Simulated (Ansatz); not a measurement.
# Ag wire along [110], 19 atoms a period: bands along the axis, part 2 of 2

What gap, if any, does the Ag wire along [110], 19 atoms a period have, and how many channels would it open?

Ansatz 0.2.0; DFT PBE, plane waves, PAW; relaxation of a wire's period; PAW set soft_1 (the session's first sound run).

So far: Set-up; The relaxed wire.

## Step 2: The relaxed wire (continued)

Step by step:

| step | energy less that of the first step (eV) | largest force component (eV/Å) | pressure (GPa) | volume (Å³) |
| --- | --- | --- | --- | --- |
| 1 | 0.0000 | 0.3326 | -1.11 | 821.43 |
| 2 | -0.1198 | 0.1760 | 0.85 | 801.68 |
| 3 | -0.1736 | 0.0288 | -0.06 | 806.71 |
| 4 | -0.1745 | 0.0061 | 0.00 | 805.82 |
| 5* | -0.1712 | 0.0061 | 0.00 | 805.82 |

Relaxation steps marked * repeat the geometry before them on a plane-wave basis chosen anew for their cell, so energy and pressure can jump there.

Forces are held to the 8 operations that the run works with; a distortion that breaks them can't arise in this run.

| cell as run | before | after | change |
| --- | --- | --- | --- |
| c (Å) | 2.934 | 2.879 | -1.9 % |

The atoms that moved most (Å, along periodic axes as changes of fractional coordinates times the final cell, across vacuum about the mean position):

| atom | dx | dy | dz | length |
| --- | --- | --- | --- | --- |
| Ag5 | 0.000 | -0.161 | 0.000 | 0.161 |
| Ag18 | 0.000 | 0.161 | 0.000 | 0.161 |
| Ag16 | 0.038 | 0.049 | 0.000 | 0.062 |
| Ag1 | 0.038 | -0.049 | 0.000 | 0.062 |
| Ag19 | -0.038 | 0.049 | 0.000 | 0.062 |
| Ag6 | -0.038 | -0.049 | 0.000 | 0.062 |
| Ag3 | 0.000 | -0.059 | 0.000 | 0.059 |
| Ag17 | 0.000 | 0.059 | 0.000 | 0.059 |

This step gave:

```
energy at zero smearing    : -144215.7408 eV
cell length along the wire : 2.879 Å
```

The cell's length comes to 2.879 Å with spin left out.

## Step 3: Bands of the perfect wire

This step: DFT PBE, plane waves, PAW; bands of a perfect wire; PAW set soft_1 (Ansatz 0.2.0).

At the relaxed period the bands are computed along the axis; those that cross an energy going forward count the channels that a perfect wire would open there.

input.yaml reads:

```yaml
crystal:
  lattice:
    - [15.1, 0.0, 0.0]
    - [0.0, 18.538, 0.0]
    - [0.0, 0.0, 2.8787066688]
  atoms:
    - { symbol: Ag, position: [0.227661404, 0.65563043, 0.0] }
    - { symbol: Ag, position: [0.221984386, 0.49999926, 0.0] }
    - { symbol: Ag, position: [0.5, 0.655091194, 0.0] }
    - { symbol: Ag, position: [0.5, 0.49999926, 0.0] }
    - { symbol: Ag, position: [0.5, 0.807901691, 0.0] }
    - { symbol: Ag, position: [0.772338596, 0.65563043, 0.0] }
    - { symbol: Ag, position: [0.778015614, 0.49999926, 0.0] }
    - { symbol: Ag, position: [0.360482259, 0.264182728, 0.5] }
    - { symbol: Ag, position: [0.36046365, 0.422384383, 0.5] }
    - { symbol: Ag, position: [0.36046365, 0.577614137, 0.5] }
    - { symbol: Ag, position: [0.360482259, 0.735815792, 0.5] }
    - { symbol: Ag, position: [0.639517741, 0.264182728, 0.5] }
    - { symbol: Ag, position: [0.63953635, 0.422384383, 0.5] }
    - { symbol: Ag, position: [0.63953635, 0.577614137, 0.5] }
    - { symbol: Ag, position: [0.639517741, 0.735815792, 0.5] }
    - { symbol: Ag, position: [0.227661404, 0.34436809, 0.0] }
    - { symbol: Ag, position: [0.5, 0.344907326, 0.0] }
    - { symbol: Ag, position: [0.5, 0.192096829, 0.0] }
    - { symbol: Ag, position: [0.772338596, 0.34436809, 0.0] }
kpoints:
  mp_grid: { grid: [1, 1, 28] }
  band_path: { path: ["Γ", Z], npoints: 90 }
scf:
  occupations: { method: fermi_dirac, width: 0.05 }
hamiltonian:
  xc: pbe
  pseudopotentials: { kind: paw, azcp: { folder: soft_1 } }
output:
  dos: { e_range: [-5, 4] }
  write_potential: true
  write_density: true
  volumetric_format: npy
```

Launch:

```sh
> ansatz run input.yaml --threads 4 --pin off --max-ram 16384MiB --backend cpu --events-out ev --progress --plain --runs-dir out
```

Numbers of over 12 decimals in the logs are rounded to 6 here.

Output:

```text
[...]
Crystal: 19 atoms, lattice volume = 805.819 Å³
Basis set: ecut = 420 eV, 15735 PW (Γ)
Bands: 217, of which v1, the nominal top of the filled ones, is band 181 counted from 1 (180 counted from 0)
Symmetry: 8 space group operations
[...]
k-points: 15 of 28
[...]
SCF iter   1: F=—  HF=-144219.326574 eV  |F-HF|=—  |Δ(HF+E_count)|=         —  Δρ=3.69e-2  dr2=1.39e1  ethr=3.10e-3  ⟨swp⟩=6.4  Hψ=12520  notcnv=0  defer=139
[...]
SCF iter  10: F=-144215.765786 eV  HF=-144215.765786 eV  |F-HF|=1.05e-8  |Δ(HF+E_count)|=   1.19e-7  Δρ=1.67e-6  dr2=3.39e-8  ethr=2.77e-11  ⟨swp⟩=12.5  Hψ=12789  notcnv=0
SCF 1 converged in 10 iterations: F = -144215.765786 eV  dr2 = 3.39e-8
[...]
NSCF: frozen V_eff on 91 k-points
WARN: The output density's exchange-correlation potential varies sharply where the density is thin. Do not read a vacuum level from v_tot or v_xc, or from such a field of the output density. On a cell that repeats whose density bears no net charge and no dipole along the vacuum's axis use v_es (v_loc + v_h of the components); under efield.dipole_correction with no amplitude use v_es + v_field, which holds any externa [...]
SCF converged after 10 iterations
Free energy (F): -144215.765786 eV
[...]
Internal energy: -144215.716163 eV  (E = F + TS)
E sigma→0 (E₀):  -144215.740974 eV
Entropy (-TS):   -0.049623 eV (-2.612 meV/atom)
Fermi energy:    4.486538 eV
[...]
--- Band table (eV; the first three rows and the last of 15) ---
  k-point 0: bands = [... 177 lower, 1.8533, 1.9236, 2.4824, 2.9698, 3.0876, 3.3599, 4.1953, 4.3772, ... 32 higher]
  k-point 1: bands = [... 177 lower, 1.8913, 1.9841, 2.5258, 3.0149, 3.1228, 3.3990, 4.2298, 4.4129, ... 32 higher]
  k-point 2: bands = [... 177 lower, 1.9829, 2.1323, 2.6438, 3.1404, 3.2223, 3.5109, 4.3304, 4.5168, ... 32 higher]
  k-point 14: bands = [... 177 lower, 5.0858, 5.5408, 5.6444, 5.7107, 5.9211, 6.0976, 6.3598, 6.7651, ... 32 higher]
```

Run time: 6.1 min. Hardware: 4 threads of Arm Neoverse V1, shared host; peak memory 7.8 GiB.

The column dr2 measures how far the density is from self-consistency, as an energy; F and HF (Harris–Foulkes) agree once it is small.

This step gave:

```
energy at zero smearing : -144215.7410 eV
band gap                : 0 eV
```

Electronic bands along the path, in eV, zero at the Fermi level; # counts the bands kept:

| point | #60 | #61 | #62 | #63 | #64 | #65 | #66 | #67 |
| --- | --- | --- | --- | --- | --- | --- | --- | --- |
| Γ | -2.56 | -2.00 | -1.52 | -1.40 | -1.13 | -0.29 | -0.11 | 0.21 |
| halfway | -1.11 | -0.65 | -0.15 | -0.04 | 0.29 | 1.07 | 1.28 | 1.59 |
| Z | 1.05 | 1.16 | 1.22 | 1.43 | 1.61 | 1.87 | 2.28 | 2.44 |

Between Γ and Z the bands cross the Fermi level 14 times, so a perfect wire would conduct at least 14 G₀, with spin left out.

## Step 4: Summary of results

```json
{
  "cell length, PBE": "2.879 Å",
  "ballistic conductance by band crossings, a lower bound, PBE": "14 G₀"
}
```

What this shows: Under PBE the cell's length is 2.88 Å, and the bands cross the Fermi level 14 times between Γ and Z, which gives a perfect wire at least 14 G₀ (opposite crossings within one step of the path cancel in such a count).

[Logs are printed without paths, hosts, clocks, repeated set-up lines and the standing remarks that a program may print on its own settings, such as how far it seeks lower states.]

[Hosts, paths, dates, database ids (printed as entryN), source tags and the programs' standing remarks are cut or masked in the printed files.]
